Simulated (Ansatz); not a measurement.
# Quasiparticle gap of Y2Ti2S2O5 (I4/mmm), part 2 of 2

How far does one-shot GW move the r2SCAN gap of Y2Ti2S2O5 (I4/mmm)?

Ansatz 0.2.0; r2SCAN, then G0W0 on it, plane waves, PAW. Known limits of the many-body steps: finite bands, screening cutoff and k mesh; no spin-orbit coupling in G0W0.

So far. Step 2 (The r2SCAN band structure): Over mesh and path the gap is 1.160 eV, direct, at k = Γ.

In doubt: masses and optical values from hybrid runs of this build are listed as unsure (in some of the runs), which bears on the screening that GW takes from such a start.

## Step 3: One-shot GW

G0W0 replaces the xc potential by a self-energy built once from the orbitals of the start. Levels are corrected in the window of bands that the input names, at points of the mesh.

This step: G0W0 on r2SCAN, plane waves, PAW; PAW set soft_1.

File input.yaml:

```yaml
crystal:
  lattice:
    - [-1.898002, 1.898002, 11.54533]
    - [1.898002, -1.898002, 11.54533]
    - [1.898002, 1.898002, -11.54533]
  atoms:
    - { symbol: "Y", position: [0.666698, 0.666698, 0.0] }
    - { symbol: "Y", position: [0.333302, 0.333302, 0.0] }
    - { symbol: Ti, position: [0.921493, 0.921493, 0.0] }
    - { symbol: Ti, position: [0.078507, 0.078507, 0.0] }
    - { symbol: S, position: [0.794752, 0.794752, 0.0] }
    - { symbol: S, position: [0.205248, 0.205248, 0.0] }
    - { symbol: O, position: [0.0, 0.0, 0.0] }
    - { symbol: O, position: [0.900805, 0.400805, 0.5] }
    - { symbol: O, position: [0.599195, 0.099195, 0.5] }
    - { symbol: O, position: [0.400805, 0.900805, 0.5] }
    - { symbol: O, position: [0.099195, 0.599195, 0.5] }
kpoints:
  mp_grid: { grid: [6, 6, 6] }
hamiltonian:
  xc: r2scan
  pseudopotentials: { kind: paw, azcp: { folder: soft_1 } }
scf:
  occupations: { method: fixed }
gw:
  n_empty_bands: 764
  ecut_chi: 160.0
  qp_bands: [v3, c3]
  qp_kpoints: band_edges
  screening: { model: contour_deformation }
```

The run is started by

```
$ ansatz run input.yaml --threads 24 --pin off --max-ram 110592MiB --backend cuda --events-out ev --progress --plain --runs-dir out --devices 1 --max-vram 157GiB
```

Numbers of over 12 decimals in the logs are rounded to 6 here.

Output:

```text
GPUs: using 1 of 1 available (devices: 1).
[...]
Crystal: 11 atoms, lattice volume = 166.364 Å³
Basis set: ecut = 500 eV, 4231 PW (Γ), exchange–correlation on 360×360×360 points (64 copies of the dense FFT grid, shifted against one another)
Bands: 55, of which v1, the nominal top of the filled ones, is band 44 counted from 1 (43 counted from 0)
Symmetry: 16 space group operations
[...]
k-points: 30 of 216
[...]
SCF iter   1: F=—  HF=-17406.018195 eV  |F-HF|=—  |Δ(HF+E_count)|=         —  Δρ=4.89e-2  dr2=1.19e1  dr2_τ=5.30e-1  ethr=3.10e-3  ⟨swp⟩=5.4  Hψ=5680  notcnv=0  defer=233
[...]
SCF iter   6: F=—  HF=-17404.980904 eV  |F-HF|=—  |Δ(HF+E_count)|=   2.73e-3  Δρ=6.98e-4  dr2=1.42e-3  dr2_τ=8.68e-5  ethr=9.69e-6  ⟨swp⟩=2.0  Hψ=2790  notcnv=0  defer=263
[...]
SCF iter   9: F=—  HF=-17404.981775 eV  |F-HF|=—  |Δ(HF+E_count)|=   5.11e-6  Δρ=4.00e-5  dr2=3.41e-6  dr2_τ=2.05e-7  ethr=9.60e-8  ⟨swp⟩=2.0  Hψ=2301  notcnv=0  defer=130
[...]
SCF 1 converged in 11 iterations: F = -17404.981780 eV  dr2 = 1.37e-8
[...]
SCF converged after 11 iterations
[...]
17    45      9.9416   -13.2885    -6.8912   -21.1985  0.7200    10.9840    10.9604  root
    17    46      9.9646   -13.2981    -6.9391   -21.2602  0.7191    11.0116    10.9877  root
    17    47     10.2666   -13.6800    -6.7951   -21.5223  0.7205    11.3396    11.3138  root
    19    42      7.3922   -18.6014     2.2179   -15.8022  0.7634     6.8051     6.8109  root
    19    43      7.9225   -18.5281     1.9973   -15.9076  0.7717     7.2936     7.2992  root
    19    44      8.0712   -19.1390     2.0480   -16.5752  0.7659     7.5517     7.5554  root
    19    45     10.1669   -13.7222    -6.8133   -21.6035  0.7223    11.2610    11.2349  root
    19    46     10.2052   -13.4355    -6.9869   -21.4479  0.7147    11.2561    11.2307  root
    19    47     10.2269   -13.5681    -6.9654   -21.5621  0.7141    11.2812    11.2555  root
    20    42      7.0021   -18.5886     2.3097   -15.6707  0.7614     6.3872     6.3939  root
    20    43      7.4918   -18.8355     2.1657   -16.1363  0.7614     6.9536     6.9583  root
    20    44      7.5611   -19.1457     2.2552   -16.3674  0.7615     7.0337     7.0381  root
    20    45     10.3569   -14.1313    -6.6523   -21.8414  0.7152    11.4423    11.4148  root
    20    46     10.8020   -13.9760    -6.9193   -21.9069  0.7064    11.8427    11.8135  root
    20    47     10.8945   -13.8516    -7.3505   -22.2468  0.6966    11.9727    11.9393  root
    21    42      7.2546   -18.6597     2.2943   -15.7882  0.7608     6.6714     6.6774  root
    21    43      7.5106   -18.8719     2.2509   -16.0228  0.7655     6.9067     6.9124  root
    21    44      7.6199   -18.8988     2.0728   -16.3166  0.7620     7.1063     7.1104  root
    21    45     10.1364   -13.8407    -6.7437   -21.6552  0.7211    11.2336    11.2072  root
    21    46     10.3673   -13.7878    -6.8389   -21.6684  0.7166    11.4357    11.4090  root
    21    47     10.7241   -13.7644    -7.1900   -21.9921  0.7031    11.7919    11.7617  root
    22    42      7.4015   -18.4974     2.1310   -15.7665  0.7662     6.7957     6.8016  root
    22    43      7.5059   -19.9777     2.5683   -16.9169  0.7587     7.0095     7.0134  root
    22    44      7.9292   -18.6074     1.9468   -16.1060  0.7670     7.3702     7.3747  root
    22    45     10.1702   -13.7895    -6.6711   -21.5109  0.7211    11.2459    11.2206  root
    22    46     10.6098   -13.7830    -7.1740   -21.9994  0.7037    11.6823    11.6522  root
    22    47     10.6224   -13.8187    -7.1241   -21.9820  0.7044    11.6913    11.6615  root
    24    42      7.0784   -19.2594     2.3357   -16.4405  0.7537     6.5907     6.5952  root
    24    43      7.1317   -18.7871     2.3783   -15.8391  0.7582     6.5560     6.5621  root
    24    44      7.4292   -18.9947     2.3909   -15.9675  0.7650     6.7862     6.7929  root
    24    45     10.1675   -14.0013    -6.8127   -21.9011  0.7183    11.2826    11.2547  root
    24    46     10.2503   -13.8734    -6.7963   -21.7284  0.7176    11.3358    11.3091  root
    24    47     10.9114   -14.0030    -6.8744   -21.9107  0.7104    11.9728    11.9447  root
    25    42      8.0371   -19.0311     2.2028   -16.2527  0.7646     7.4564     7.4616  root
    25    43      8.3784   -18.7210     1.9135   -16.1836  0.7752     7.7494     7.7545  root
    25    44      8.3784   -18.7210     1.9135   -16.1836  0.7752     7.7494     7.7545  root
    25    45      9.5390   -12.6909    -6.9472   -20.6444  0.7282    10.5666    10.5452  root
    25    46      9.5608   -12.7134    -6.9698   -20.6924  0.7276    10.5915    10.5699  root
    25    47     10.7551   -13.9029    -6.8437   -21.7488  0.7086    11.7854    11.7573  root
    26    42      7.7945   -18.5443     2.0615   -15.8667  0.7693     7.1727     7.1784  root
[...]
28    42      7.3943   -18.6041     2.2179   -15.8044  0.7634     6.8067     6.8125  root
    28    43      7.9230   -18.5274     1.9982   -15.9054  0.7717     7.2937     7.2992  root
    28    44      8.0493   -19.1412     2.0437   -16.5865  0.7654     7.5346     7.5383  root
    28    45     10.1695   -13.7209    -6.8161   -21.6046  0.7222    11.2632    11.2370  root
    28    46     10.2042   -13.4183    -6.9988   -21.4427  0.7146    11.2554    11.2299  root
    28    47     10.2279   -13.5866    -6.9530   -21.5681  0.7143    11.2821    11.2564  root
    29    42      8.0157   -18.9650     2.2038   -16.1815  0.7646     7.4307     7.4360  root
    29    43      8.3784   -18.7179     1.9127   -16.1811  0.7752     7.7492     7.7543  root
    29    44      8.3784   -18.7179     1.9127   -16.1811  0.7752     7.7492     7.7543  root
    29    45      9.5394   -12.6917    -6.9492   -20.6474  0.7282    10.5672    10.5458  root
    29    46      9.5604   -12.7126    -6.9678   -20.6893  0.7277    10.5909    10.5693  root
    29    47     10.7563   -13.9003    -6.8488   -21.7516  0.7085    11.7869    11.7587  root
```

The job ended after 4.1 min (1 × NVIDIA GB200 with 24 threads of Arm Neoverse V2, shared host; peak memory 8.5 GiB; 11 min of CPU time).

This step gave:

```
bands summed                                    : 808
RPA ε∞ on this mesh (eigenvalues)               : 5.664, 5.664, 5.762
plane waves in the screening matrix             : 787
q-points in the mesh                            : 216
G0W0 gap over the corrected points              : 2.788 eV
k of the valence top                            : 0, 0, 0
k of the conduction bottom                      : 0, 0, 0
starting gap on the mesh                        : 1.159 eV
Z at the valence top                            : 0.7752
Z at the conduction bottom                      : 0.7283
least direct G0W0 gap over the corrected points : 2.788 eV
```

Over 19 of 30 irreducible mesh points the G0W0 gap is 2.788 eV, direct, at k = Γ. The r2SCAN gap of this run on the mesh is 1.159 eV. The two states that bound the G0W0 gap lie that far apart at the start, so the correction of the gap is 2.788 − 1.159 = +1.629 eV. The start of this run differs from the step before in mesh (8×8×8 and 6×6×6).

Labels follow the order of the start: v1 is the top filled band, c1 the lowest empty one; levels that stay degenerate share a row, the window can cut a multiplet, doubted levels are not marked in this list, bands outside the window were not corrected, and the list may be a part of the corrected levels. Levels before and after the correction, in eV, zero at the valence-band top of each column:

|  | conduction bottom | valence top |
| --- | --- | --- |
| Kohn-Sham | 1.16 | 0.00 |
| G0W0 | 2.79 | 0.00 |

|  | level | occupation | energy (eV) |
| --- | --- | --- | --- |
| Kohn-Sham | Γ v3 | 2 | -0.278 |
| Kohn-Sham | Γ v2-v1 | 2 | 0.000 |
| Kohn-Sham | Γ c1 | 0 | 1.159 |
| Kohn-Sham | Γ c2 | 0 | 1.183 |
| Kohn-Sham | Γ c3 | 0 | 2.373 |
| G0W0 | Γ v3 | 2 | -0.219 |
| G0W0 | Γ v2-v1 | 2 | 0.000 |
| G0W0 | Γ c1 | 0 | 2.788 |
| G0W0 | Γ c2 | 0 | 2.816 |
| G0W0 | Γ c3 | 0 | 3.998 |

The parts of the quasiparticle energy for the two states that bound the G0W0 gap, in eV on the run's own scale (QP = start + Σx + Σc − Vxc, with Σc at the quasiparticle energy):

| edge | k | band | start | Σx | Σc | Vxc | Z | QP |
| --- | --- | --- | --- | --- | --- | --- | --- | --- |
| valence top | Γ | 43 | 8.379 | −18.730 | 1.916 | −16.191 | 0.775 | 7.755 |
| conduction bottom | Γ | 45 | 9.538 | −12.689 | −6.942 | −20.636 | 0.728 | 10.544 |

## Step 4: Spin-orbit coupling in r2SCAN

This run has two-component orbitals with spin-orbit coupling.

This step: DFT, r2SCAN with spin-orbit coupling, plane waves, PAW; PAW set soft_1.

input.yaml, as its differences from that of step 3:

```diff
@@ -18,13 +18,26 @@
 kpoints:
-  mp_grid: { grid: [6, 6, 6] }
+  mp_grid: { grid: [8, 8, 8] }
+  band_path:
+    path:
+      - [0.0, 0.0, 0.0]
+      - [0.0, 0.0, 0.5]
+      - [0.25, 0.25, 0.25]
+      - [0.0, 0.5, 0.0]
+      - [0.5, 0.5, -0.5]
+      - [0.25675648, 0.74324352, -0.25675648]
+      - [-0.25675648, 0.25675648, 0.25675648]
+      - [-0.01351296, 0.01351296, 0.5]
+    npoints: 1
 hamiltonian:
   xc: r2scan
-  pseudopotentials: { kind: paw, azcp: { folder: soft_1 } }
+  pseudopotentials: { kind: paw_fr, azcp: { folder: soft_1 } }
 scf:
-  occupations: { method: fixed }
-gw:
-  n_empty_bands: 764
-  ecut_chi: 160.0
-  qp_bands: [v3, c3]
-  qp_kpoints: band_edges
-  screening: { model: contour_deformation }
+  occupations: { method: fermi_dirac, width: 0.02 }
+  n_extra_bands: 14
+magnetization:
+  noncollinear: true
+  spin_orbit: true
+output:
+  eigenvalues: true
+  forces: true
+  stress: true
```

Output:

```text
[...]
GPUs: using 1 of 1 available (devices: 1).
[...]
non-collinear run that drives no moment, with spin-orbit: no starting moment large enough to seed its density (crystal.atoms[].spin), no starting occupations that ask for one, no magnetisation constraint and no magnetic field, so the semilocal B_xc is pinned to zero
concurrent solve slots: 20 of 24 are kept, ahead of what memory takes: no pass of the eigensolver takes more rounds on 20
[...]
Crystal: 11 atoms, lattice volume = 166.364 Å³
Basis set: ecut = 500 eV, 4231 PW (Γ), FFT grids on a1+a3, a2+a3, a3, exchange–correlation on 120×120×360 points (64 copies of the dense FFT grid, shifted against one another)
Bands: 102, of which v1, the nominal top of the filled ones, is band 88 counted from 1 (87 counted from 0)
Symmetry: 16 space group operations + 16 with time reversal
[...]
k-points: 59 of 512
Projection manifold: j_resolved (fully-relativistic pseudo-atomic orbitals)
[...]
SCF 1 converged in 11 iterations: F = -17393.328193 eV  dr2 = 1.60e-8
[...]
SCF converged after 11 iterations
[...]
atom   4  Ti     0.00000000    -0.00000000    -0.22383120
  atom   5  S      0.00000000    -0.00000000     0.14990220
  atom   6  S      0.00000000     0.00000000    -0.14990220
  atom   7  O     -0.00000000     0.00000000     0.00000000
  atom   8  O      0.00000000     0.00000000    -0.08116787
  atom   9  O      0.00000000    -0.00000000     0.08116787
  atom  10  O     -0.00000000    -0.00000000    -0.08116787
  atom  11  O     -0.00000000     0.00000000     0.08116787
  max |Σ_I F_I| component: 2.36e-16 eV/Å
--- Stress (GPa, compression-positive) ---
       -3.135413      -0.000000      -0.000000
       -0.000000      -3.135413       0.000000
       -0.000000       0.000000      -3.229852
  P = ⅓ Tr σ = -3.1669 GPa (-31.669 kbar)
--- Band table (eV; the first three rows and the last of 59) ---
[...]
```

The job ended after 3.9 s (1 × NVIDIA GB200 with 24 threads; peak memory 1.6 GiB).

Numbers from this step:

* pressure: -3.167 GPa
* gap: 1.118 eV
* valence top at: Γ
* conduction bottom at: Γ
* least direct gap: 1.118 eV

Over mesh and listed points the gap is 1.118 eV, direct, at k = Γ. r2SCAN+SOC against r2SCAN: 1.118 − 1.160 = −0.042 eV, with the same mesh, set of files (read in its fully relativistic form for the spin-orbit run) and cutoff, and both edges at the same k points. The spin-orbit run sees mesh and listed points alone, so its gap is an upper bound: the coupling can move an edge off these points, and the change over the zone, its sign included where it is small, is not known.

## Step 5: The runs together

Each gap is the least one over the points named; times are wall times on shared hosts, not benchmarks. A G0W0 time includes the run's own self-consistent start. Runs with listed points see these and the mesh alone, so an edge that moves elsewhere is missed. Rows marked * are further runs, not shown as steps, whose inputs differ from the G0W0 step on the same start in the columns given; solver thresholds can differ too.

| level | mesh | files, cutoff | bands summed, screening | points | gap (eV) | valence top | conduction bottom | least direct gap (eV) | time |
| --- | --- | --- | --- | --- | --- | --- | --- | --- | --- |
| r2SCAN | 8×8×8 | soft_1 PAW, 500 eV | - | mesh and path | 1.160 | Γ | Γ | 1.160 | 2.7 s |
| r2SCAN+SOC | 8×8×8 | soft_1 PAW, 500 eV | - | mesh and listed points | 1.118 | Γ | Γ | 1.118 | 3.9 s |
| G0W0@r2SCAN* | 6×6×6 | soft_1 PAW, 500 eV | 169, 48 eV | 19 of 30 irreducible mesh points | 2.850 | Γ | Γ | 2.850 | 51 s |
| G0W0@r2SCAN* | 6×6×6 | soft_1 PAW, 500 eV | 399, 96 eV | 21 of 30 irreducible mesh points | 2.775 | Γ | Γ | 2.775 | 1.8 min |
| G0W0@r2SCAN | 6×6×6 | soft_1 PAW, 500 eV | 808, 160 eV | 19 of 30 irreducible mesh points | 2.788 | Γ | Γ | 2.788 | 4.1 min |
| G0W0@r2SCAN* | 4×4×4 | soft_1 PAW, 500 eV | 399, 96 eV | 7 of 13 irreducible mesh points | 2.774 | Γ | Γ | 2.774 | 16 s |
| G0W0@r2SCAN* | 6×6×6 | soft_1 PAW, 500 eV | 399, 96 eV, plasmon pole | 23 of 30 irreducible mesh points | 2.816 | Γ | Γ | 2.816 | 3.4 min |

## Step 6: What came out

- r2SCAN gap over mesh and path: 1.160 eV, direct, at k = Γ
- G0W0@r2SCAN gap over 19 of 30 irreducible mesh points: 2.788 eV, direct, at k = Γ
- r2SCAN+SOC gap over mesh and listed points: 1.118 eV
- GW settings: 6×6×6 mesh, 764 empty bands, screening to 160 eV, PAW set soft_1 files
- known limits: finite bands, screening cutoff and k mesh; no spin-orbit coupling in G0W0

Over 19 of 30 irreducible mesh points the G0W0 gap is 2.788 eV, direct, at k = Γ. The r2SCAN gap of this run on the mesh is 1.159 eV. The two states that bound the G0W0 gap lie that far apart at the start, so the correction of the gap is 2.788 − 1.159 = +1.629 eV. The valence state moves by 7.755 − 8.379 = −0.624 eV and the conduction state by 10.544 − 9.538 = +1.006 eV, on the run's own scale; with 169 bands the edge states move by +0.008 and +1.699 eV, so the split between the edges depends on the bands and cutoff. Both edges that r2SCAN shows over mesh and path lie at k points where levels were corrected. Levels at other points were not corrected, so a lower G0W0 gap elsewhere in the zone is not ruled out. From 169 bands and 48 eV to 808 bands and 160 eV the gap moves by 2.788 − 2.850 = −0.062 eV (rung by rung 2.850, 2.775, 2.788 eV); bands and screening cutoff rise together, so their parts are not told apart. The gap turns back along the series (2.850, 2.775, 2.788 eV), so no line is drawn and the limit is not known. With the 4×4×4 mesh in place of the 6×6×6 mesh and all else as in the G0W0@r2SCAN row with 399 bands, the gap differs by 2.774 − 2.775 = −0.001 eV, and that of the start by 1.153 − 1.159 = −0.006 eV. With the plasmon pole model in place of the contour deformation model and all else as in the G0W0@r2SCAN row with 399 bands, the gap differs by 2.816 − 2.775 = +0.041 eV. G0W0 on other starts in this series, not shown as steps and not all at these settings: 2.919 eV on HSE06 (6×6×6, soft_1 PAW, 399 bands, 96 eV). r2SCAN+SOC against r2SCAN: 1.118 − 1.160 = −0.042 eV, with the same mesh, set of files (read in its fully relativistic form for the spin-orbit run) and cutoff, and both edges at the same k points. The spin-orbit run sees mesh and listed points alone, so its gap is an upper bound: the coupling can move an edge off these points, and the change over the zone, its sign included where it is small, is not known. What spin-orbit coupling does to the G0W0 levels was not computed, so no sum with the G0W0 gap is formed. The G0W0 runs are scalar-relativistic. G0W0 is shown with one set of atomic data (soft_1 PAW), so the error from the files is not known here. Failed or unusable runs on r2SCAN in this series, left out of the table: G0W0@r2SCAN (6×6×6 mesh, hard PAW files, 1050 eV, 355 empty bands) reached its time limit after 85 s.

[Paths, hosts, dates, memory and timing lines, banners, echoed tables and standing remarks are left out of the program output.]

[Logs are printed without paths, hosts, clocks, repeated set-up lines and the standing remarks that a program may print on its own settings, such as how far it seeks lower states.]

[Runs of the session that timed out or met a known fault of the program may be left out.]

[Cells called generated may have been cut or substituted from an entry of the Crystallography Open Database or the Materials Project.]

[Hosts, paths, dates, database ids (printed as entryN), source tags and the programs' standing remarks are cut or masked in the printed files.]

[Where an RPA ε∞ is given, it is that of the G0W0 mesh and is not shown converged in it. Names of k-points follow the symmetry that the program found, which can be lower than the space group named. Band edges on a path are those of the sampled points; other points can move an edge, and change direct to indirect where valleys lie close.]

[Hybrid gaps are those of their k-mesh and are not shown converged in it.]
